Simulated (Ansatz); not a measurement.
# InF (model cell, started as CsCl type): phonons and vibrational spectra

Aim: the vibrations of InF (model cell, started as CsCl type), their spectra, and whether the structure is stable.

Main program and level: Ansatz 0.2.0; DFT PBEsol, scalar-relativistic, plane waves, PAW.

This is a report of a sequence of runs, with most program output left out.

The structure was built from a prototype and need not be the compound's stable phase.

## 1. Set-up

It takes space group Pm-3m (No. 221, cubic). Conventional cell: a = 3.158 Å, b = 3.158 Å, c = 3.158 Å, α = 90.00°, β = 90.00°, γ = 90.00°. Nearest to In lie 8 F at 2.74 Å. Nearest to F lie 8 In at 2.74 Å. Farther neighbours and most contacts between anions are not listed.

## 2. Relaxation

Harmonic phonons are second derivatives at a point where the forces vanish, and they are wanted at zero stress, so atoms and cell are relaxed first.

Contents of input.yaml:

```yaml
crystal:
  lattice:
    - [3.15834, 0.0, 0.0]
    - [0.0, 3.15834, 0.0]
    - [0.0, 0.0, 3.15834]
  atoms:
    - { symbol: In, position: [0.0, 0.0, 0.0] }
    - { symbol: F, position: [0.5, 0.5, 0.5] }
kpoints:
  mp_grid: { grid: [14, 14, 14] }
hamiltonian:
  xc: pbesol
scf:
  occupations: { method: gaussian, width: 0.1 }
output:
  forces: true
  stress: true
  eigenvalues: true
  write_density: true
  write_potential: true
  elf: true
  volumetric_format: npy
relax:
  adjacent_minimum: "off"
  f_tol: 0.005
  max_steps: 80
  cell: { stress_tol: 0.05 }
```

Launch:

```sh
ansatz run input.yaml --threads 4 --pin off --max-ram 7168MiB --backend cpu --events-out ev --progress --plain --runs-dir out
```

The job ended after 6.4 s (4 threads of Arm Neoverse V2, shared host; peak memory 0.37 GiB; 23 s of CPU time).

Relaxation path:

```csv
step,energy less that of the first step (eV),largest force component (eV/Å),pressure (GPa),volume (Å³)
1,0.0000,0.0000,6.97,31.50
2,-0.0315,0.0000,-2.87,36.23
3,-0.0513,0.0000,-0.37,34.71
4,-0.0521,0.0000,0.02,34.50
5*,-0.0667,0.0000,0.73,34.50
6,-0.0666,0.0000,0.12,34.89
7,-0.0664,0.0000,0.00,34.97
8*,-0.0678,0.0000,0.02,34.97
```

Relaxation steps marked * repeat the geometry before them on a plane-wave basis chosen anew for their cell, so energy and pressure can jump there.

The run keeps the 48 symmetry operations that it works with, so distortions that break them were not tested.

```csv
"conventional cell, symmetrised",before,after,change
a (Å),3.158,3.270,+3.5 %
b (Å),3.158,3.270,+3.5 %
c (Å),3.158,3.270,+3.5 %
volume (Å³/atom),15.75,17.48,+11.0 %
```

The relaxed structure:

```xyz
2
Lattice="3.2700 0.0000 0.0000 0.0000 3.2700 0.0000 0.0000 0.0000 3.2700" Properties=species:S:1:pos:R:3 pbc="T T T"
In    0.0000    0.0000    0.0000
F     1.6350    1.6350    1.6350
```

This step gave:

```yaml
pressure: 0.02355 GPa
volume_per_atom: 17.48 Å³
gap_on_the_k_mesh: 0 eV
```

Electrostatic potential energy in the ac plane at fractional y = 0.500, with atoms of F within 0.2 Å of it. With pseudopotentials it is smooth inside the atoms' cores, unlike the true potential.

Values in eV, 14 rows by 14 columns, each cell a mean:
```
  9   9   9  10  11  12  12  12  12  12  11  10   9   9
  9   9  10  11  12  12  13  13  12  12  11  11  10   9
 10  10  11  11  12  12  12  12  12  12  12  11  11  10
 11  11  11  12  12  11   6   3   7  12  12  12  11  11
 12  12  12  12  11  -4 -18 -22 -17   0  12  12  12  12
 12  12  12  13   4 -22 -33 -35 -32 -17   7  12  12  12
 13  12  12  13  -1 -27 -35 -35 -35 -22   3  12  13  12
 13  12  12  13   3 -23 -33 -35 -33 -18   6  12  13  12
 12  12  12  12  10  -9 -23 -27 -22  -4  11  12  12  12
 11  11  12  12  12  10   3  -1   4  11  12  12  12  11
 10  10  11  11  12  12  13  13  13  12  12  11  11  10
  9  10  10  11  12  12  12  12  12  12  11  11  10   9
  9   9  10  10  11  12  12  12  12  12  11  10   9   9
  8   9   9  10  11  12  13  13  12  12  11  10   9   9
```
Columns run along a (3.3 Å; values clipped at the 3rd and 97th percentile), rows up along c (3.3 Å). Atoms in or near the plane, at fractional coordinates: F at (0.50, 0.50).

Valence density in the ac plane at fractional y = 0.500, with atoms of F within 0.2 Å of it. It is the smooth field of the valence electrons, not physical close to the nuclei.

Ten steps, logarithmic in the rise over the least value, from '_' (0 e/Å³) to '@' (12 e/Å³):
```
__________________________________
__________________________________
____________............__________
__________..::::----::::..________
________..::--==++++==--::..______
______..::--++**####**++--::..____
______..::==**%%@@@@%%**==::..____
______..--++##@@@@@@@@##++--..____
______..--++##@@@@@@@@##++--..____
______..::==**%%@@@@%%**==::..____
______..::--++**####**++--::..____
________..::--==++++==--::..______
__________..::::----::::..________
____________............__________
__________________________________
__________________________________
__________________________________
```
Columns run along a (3.3 Å), rows up along c (3.3 Å). Atoms in or near the plane, at fractional coordinates: F at (0.50, 0.50).

ELF in the ac plane at fractional y = 0.500, with atoms of F within 0.2 Å of it. It is the smooth field of the valence electrons, not physical close to the nuclei.

Ten even steps from '_' (0.02) to '@' (0.81):
```
::......____________________......
......________________________....
....________..--------..________..
________..::==**####**==::..______
________::++%%@@@@@@@@%%++::______
______..==%%@@@@@@@@@@@@%%==..____
______--**@@@@@@%%%%@@@@@@**--____
______--##@@@@%%****%%@@@@##--____
______--##@@@@%%****%%@@@@##--____
______--**@@@@@@%%%%@@@@@@**--____
______..==%%@@@@@@@@@@@@%%==..____
________::++%%@@@@@@@@%%++::______
________..::==**####**==::..______
....________..--------..________..
......________________________....
::......____________________......
::::....____________________....::
```
Columns run along a (3.3 Å), rows up along c (3.3 Å). Atoms in or near the plane, at fractional coordinates: F at (0.50, 0.50).

In this step the volume went from 15.75 to 17.48 Å³/atom.

## 3. Bringing the structure to rest

The relaxation is repeated from its end on the same settings, as a check that it has come to rest.

Changes to input.yaml since step 2:

```diff
@@ -2,5 +2,5 @@
   lattice:
-    - [3.15834, 0.0, 0.0]
-    - [0.0, 3.15834, 0.0]
-    - [0.0, 0.0, 3.15834]
+    - [3.2700465158, 0.0, 0.0]
+    - [0.0, 3.2700465158, 0.0]
+    - [0.0, 0.0, 3.2700465158]
   atoms:
```

Wall time 2.4 s (4 threads); peak memory 0.37 GiB; 7.2 s of CPU time.

Little changed from the start: no atom moved by 0.005 Å and no cell edge by 0.1 %.

In this step the volume went from 17.48 to 17.48 Å³/atom.

## 4. Tight relaxation

Phonons need a cell at rest on their own settings, so the relaxation is repeated with tight tolerances on forces and stress on the k mesh and occupations of the first response run.

input.yaml, the sections that differ from step 3:

```yaml
kpoints:
  mp_grid: { grid: [16, 16, 16] }
scf:
  occupations: { method: methfessel_paxton, width: 0.2 }
output:
  forces: true
  stress: true
  eigenvalues: true
relax:
  adjacent_minimum: "off"
  f_tol: 0.001
  max_steps: 60
  cell: { stress_tol: 0.01 }
# crystal, hamiltonian: as in step 3
```

The job ended after 4.1 s (4 threads; peak memory 0.38 GiB).

Little changed from the start: no atom moved by 0.005 Å and no cell edge by 0.1 %.

This step gave:

```
pressure        : 0.005196 GPa
volume per atom : 17.50 Å³
```

The forces vanish by symmetry and the pressure is 0.005 GPa, within the tolerances set. The cell now holds 17.50 Å³/atom.

## 5. Zone-centre response

The zone centre comes first: it holds the modes that light can see, as far as symmetry allows. No field response is asked, since the mesh shows no gap.

input.yaml, the sections that differ from step 4:

```yaml
crystal:
  lattice:
    - [3.271261715, 0.0, 0.0]
    - [0.0, 3.271261715, 0.0]
    - [0.0, 0.0, 3.271261715]
  atoms:
    - { symbol: In, position: [0.0, 0.0, 0.0] }
    - { symbol: F, position: [0.5, 0.5, 0.5] }
output:
  eigenvalues: true
phonons:
  method: dfpt
# kpoints, hamiltonian, scf: as in step 4
# relax: removed
```

Wall time 12 s (4 threads); peak memory 0.85 GiB.

Numbers from this step:

| Item | Value |
| --- | --- |
| sum-rule residual before enforcement | 1.14e-5 eV/Å² |
| point group | m-3m |
| highest optical mode at the zone centre (no LO-TO term) | -115.4 cm⁻¹ |
| lowest optical zone-centre mode | -115.4 cm⁻¹ |

Patterns of degenerate modes are one choice out of their space. Modes at Γ, with each element's share of the kinetic energy (negative means imaginary):

```csv
mode,frequency (cm⁻¹),symmetry,In %,F %
1,-115.4,T1u,14,86
2,-115.4,T1u,14,86
3,-115.4,T1u,14,86
4,0.0,acoustic,86,14
5,0.0,acoustic,86,14
6,0.0,acoustic,86,14
```

Displacements in mode 3 (-115.4 cm⁻¹), the largest set to 1:
```
In1  0.00  0.00 -0.17
F2   0.00  0.00  1.00
```

Before it was imposed, the acoustic sum rule was missed by 1.1e-5 eV/Å². Small misses are needed for a sound result but don't prove that mesh and cutoff are converged. The lowest optical mode is imaginary, 115.4i cm⁻¹, so the energy falls along it.

## 6. Phonons on a q mesh

Stability and thermal properties need the whole zone. Linear response on a 4×4×4 q mesh gives force constants as far as a supercell of that size would.

Changes to input.yaml since step 5:

```diff
@@ -18 +18,8 @@
   method: dfpt
+  qmesh: [4, 4, 4]
+  temperatures: { t_max: 1000, t_step: 50 }
+  qpath:
+    path:
+      - [[0.0, 0.0, 0.0], [0.0, 0.5, 0.0], [0.5, 0.5, 0.0], [0.0, 0.0, 0.0], [0.5, 0.5, 0.5], [0.0, 0.5, 0.0]]
+      - [[0.5, 0.5, 0.5], [0.5, 0.5, 0.0]]
+    npoints: 10
```

The job ended after 5.8 min (4 threads; peak memory 2.8 GiB).

This step gave:

- sum-rule residual before enforcement: 1.15e-5 eV/Å²
- lowest frequency on the path: -122.8 cm⁻¹
- highest frequency on the path or at a solved wavevector: 233.1 cm⁻¹
- lowest mode on the q mesh (acoustic modes at Γ apart): -115.4 cm⁻¹

Frequencies (cm⁻¹) solved at each irreducible wavevector; negative means imaginary. Frequencies by wavevector, by row:

```csv
q in reciprocal lattice units,star,mode 1,mode 2,mode 3,mode 4,mode 5,mode 6
0 0 0,1,-115.4,-115.4,-115.4,0,0,0
0 0 0.25,6,-76,-76,26.7,26.7,82.5,210.5
0 0 -0.5,3,-56.4,-56.4,80.2,80.2,127.4,218.3
0 0.25 0.25,12,-107.1,-65,45.4,58.2,81.1,165.6
0 0.25 -0.5,12,-62.6,18.9,25.1,73,103.6,110.5
0 -0.5 -0.5,3,-103.9,-103.9,-68.3,63.6,89.6,89.6
0.25 0.25 0.25,8,-12.6,-12.6,56.7,56.7,59.4,104.3
0.25 0.25 -0.5,12,-49.3,-44.4,26.5,66.3,96.9,118.7
0.25 -0.5 -0.5,6,15.7,61.2,61.2,82.7,82.7,111.4
-0.5 -0.5 -0.5,1,72.3,72.3,72.3,137.2,137.2,137.2
```

Interpolated from a 4×4×4 q mesh. The phonon branches at the labelled points (cm⁻¹):

```csv
point,branch 1,branch 2,branch 3,branch 4,branch 5,branch 6
Γ,-115,-115,-115,0,0,0
halfway,-76,-76,27,27,82,210
X,-56,-56,80,80,127,218
halfway,-63,19,25,73,104,110
M,-104,-104,-68,64,90,90
halfway,-107,-65,45,58,81,166
Γ,-115,-115,-115,0,0,0
halfway,-13,-13,57,57,59,104
R,72,72,72,137,137,137
halfway,-49,-44,26,66,97,119
X,-56,-56,80,80,127,218
jump to R,72,72,72,137,137,137
halfway,16,61,61,83,83,111
M,-104,-104,-68,64,90,90
```

Tetrahedra on a 20×20×20 mesh, mean over bins of 5 cm-1. Interpolated from a 4×4×4 q mesh. The phonon density of states by wavenumber; read off at these points:

```csv
wavenumber (cm⁻¹),phonon density of states (1/cm⁻¹/cell)
-122,3.6e-4
-108,0.00649
-88,0.0148
-72,0.0243
-58,0.0456
-52,0.0309
-38,0.0139
-22,0.00745
-2,0.00554
12,0.00796
28,0.0193
48,0.0301
62,0.0264
72,0.0578
82,0.0470
88,0.0557
98,0.0353
112,0.0250
132,0.0091
148,0.00606
162,0.00631
182,0.00414
198,0.00314
218,0.00205
232,6.0e-5
```

The partial phonon density of states has structure finer than the step of the table below, so its rows give means over 10 cm⁻¹, whole bins alone (the curve runs from -133 to 250 cm⁻¹). Peaks (cm⁻¹: height): F -79.6: 0.0216, 45.5: 0.0142, 72.0: 0.0225, 105.7: 0.0182, 151.4: 0.00729; In -60.4: 0.0355, -31.5: 0.0121, 43.1: 0.0192, 88.8: 0.0359.

Phonopy on the run's constants, 17x17x17 mesh, Gaussian sigma 2.7 cm-1. Interpolated from a 4×4×4 q mesh. Partial phonon density of states against wavenumber; means over each step; values in 1/cm⁻¹/cell:

```csv
wavenumber (cm⁻¹),F,In
-120,0.00228,9.1e-5
-110,0.00517,2.9e-4
-100,0.0101,7.4e-4
-90,0.0107,0.00148
-80,0.0187,0.00394
-70,0.0152,0.0110
-60,0.0110,0.0316
-50,0.00950,0.0213
-40,0.00520,0.00916
-30,0.00429,0.00907
-20,0.00425,0.00250
-10,0.00181,0.00163
0,0.00108,0.00170
10,0.00134,0.00181
20,0.00405,0.00804
30,0.0103,0.0147
40,0.0122,0.0184
50,0.0123,0.0150
60,0.0154,0.0156
70,0.0208,0.0263
80,0.0197,0.0311
90,0.0157,0.0325
100,0.0154,0.0194
110,0.0164,0.0111
120,0.0122,0.00587
130,0.00828,0.00140
140,0.00462,6.6e-4
150,0.00622,7.6e-4
160,0.00637,7.4e-4
170,0.00400,4.6e-4
180,0.00456,5.2e-4
190,0.00280,2.4e-4
200,0.00343,3.7e-4
210,0.00194,1.5e-4
220,0.00193,1.8e-4
230,6.3e-4,6.4e-5
240,3.0e-5,2.1e-6
```

Second derivatives of the energy by pair, one row for each kind of neighbour of each atom listed. Each entry sums the pair over the periodic images of the supercell that the q mesh stands for, and in a polar crystal it holds the long-range dipole part too. Force constants by pair, by row:

```csv
atom,neighbour,distance (Å),third of the trace (eV/Å²),along the pair's line (eV/Å²)
In1,itself,0,1.397,–
In1,F,2.833,-0.0121,0.1317
In1,In,3.271,-0.1519,-1.329
In1,In,4.626,-0.0335,-0.2807
In1,F,5.425,0.0083,0.1174
In1,In,5.666,-0.0383,-0.1547
In1,In,6.543,-0.0125,-0.1007
In1,F,7.13,0.0198,0.0604
In1,In,7.315,-0.016,-0.0567
F2,itself,0,0.3936,–
F2,In,2.833,-0.0121,0.1317
F2,F,3.271,0.022,-0.0854
F2,F,4.626,0.0115,-0.1399
F2,In,5.425,0.0083,0.1174
F2,F,5.666,-0.118,-0.3492
F2,F,6.543,0.0457,-0.1314
F2,In,7.13,0.0198,0.0604
F2,F,7.315,-0.0097,-0.0563
```

Symmetry leaves 10 wavevectors to solve. The lowest mode among them, the acoustic zeros apart, lies at Γ and is imaginary, 115.4i cm⁻¹, so the energy falls along it. Between them the interpolated path dips to 123i cm⁻¹.

## 7. Another isotope

An isotope changes the mass and not the force constants, so no new electronic calculation is needed; the shifts show which modes move this element.

The same force constants with the mass of In changed from 114.818 to 112.904 u (phonopy, no LO-TO term). Both lists are sorted by frequency; levels can cross, so a row need not hold one and the same mode. Modes under 3 cm⁻¹ are left out. Isotope shifts, by row:

```csv
q,rank,natural mass (cm⁻¹),changed mass (cm⁻¹)
0 0 0,1,-115.4,-115.6
0 0 0,2,-115.4,-115.6
0 0 0,3,-115.4,-115.6
0 0 0.25,1,-75.95,-76.27
0 0 0.25,2,-75.95,-76.27
0 0 0.25,3,26.74,26.86
0 0 0.25,4,26.74,26.86
0 0 0.25,5,82.46,83.08
0 0 0.25,6,210.5,210.7
0 0 -0.5,1,-56.4,-56.88
0 0 -0.5,2,-56.4,-56.88
0 0 -0.5,3,80.17,80.17
0 0 -0.5,4,80.17,80.17
0 0 -0.5,5,127.4,128.4
0 0 -0.5,6,218.3,218.3
0 0.25 0.25,1,-107.1,-107.2
0 0.25 0.25,2,-65.04,-65.5
0 0.25 0.25,3,45.43,45.49
0 0.25 0.25,4,58.25,58.72
0 0.25 0.25,5,81.07,81.69
0 0.25 0.25,6,165.6,165.8
```

A mode of this element alone would shift by +0.84 %.

## 8. Outcome

```json
{
  "space group after relaxation (within 0.01 Å)": "Pm-3m",
  "volume per atom": "17.5 Å³",
  "electronic character": "no gap on this mesh",
  "highest optical mode at the zone centre (no LO-TO term)": "-115 cm⁻¹",
  "lowest optical zone-centre mode": "-115 cm⁻¹",
  "lowest mode on the q mesh (acoustic modes at Γ apart)": "-115 cm⁻¹",
  "highest frequency on the path or at a solved wavevector": "233 cm⁻¹",
  "imaginary modes on the 4×4×4 q mesh": "yes"
}
```

**Reading.** Modes are clearly imaginary (beyond 10i cm⁻¹) at 8 of the 10 irreducible wavevectors, most at Γ (115.4i cm⁻¹), so this structure is not a minimum of the energy. The optical modes at Γ form one degenerate level at -115 cm⁻¹ (negative means imaginary). With no gap, or one that is small against the smearing, the frequencies hang on the k mesh and the smearing, most of all near Kohn anomalies. A phonon run warned that its eigensolver left some bands unconverged in a pass. The starting cell was built on a prototype and not taken from a measurement, so the phase need not exist. These are harmonic frequencies at zero temperature: anharmonic shifts, linewidths and thermal expansion are left out.

[Logs are printed without paths, hosts, clocks, repeated set-up lines and the standing remarks that a program may print on its own settings, such as how far it seeks lower states.]

[Hosts, paths, dates, database ids (printed as entryN), source tags and the programs' standing remarks are cut or masked in the printed files.]
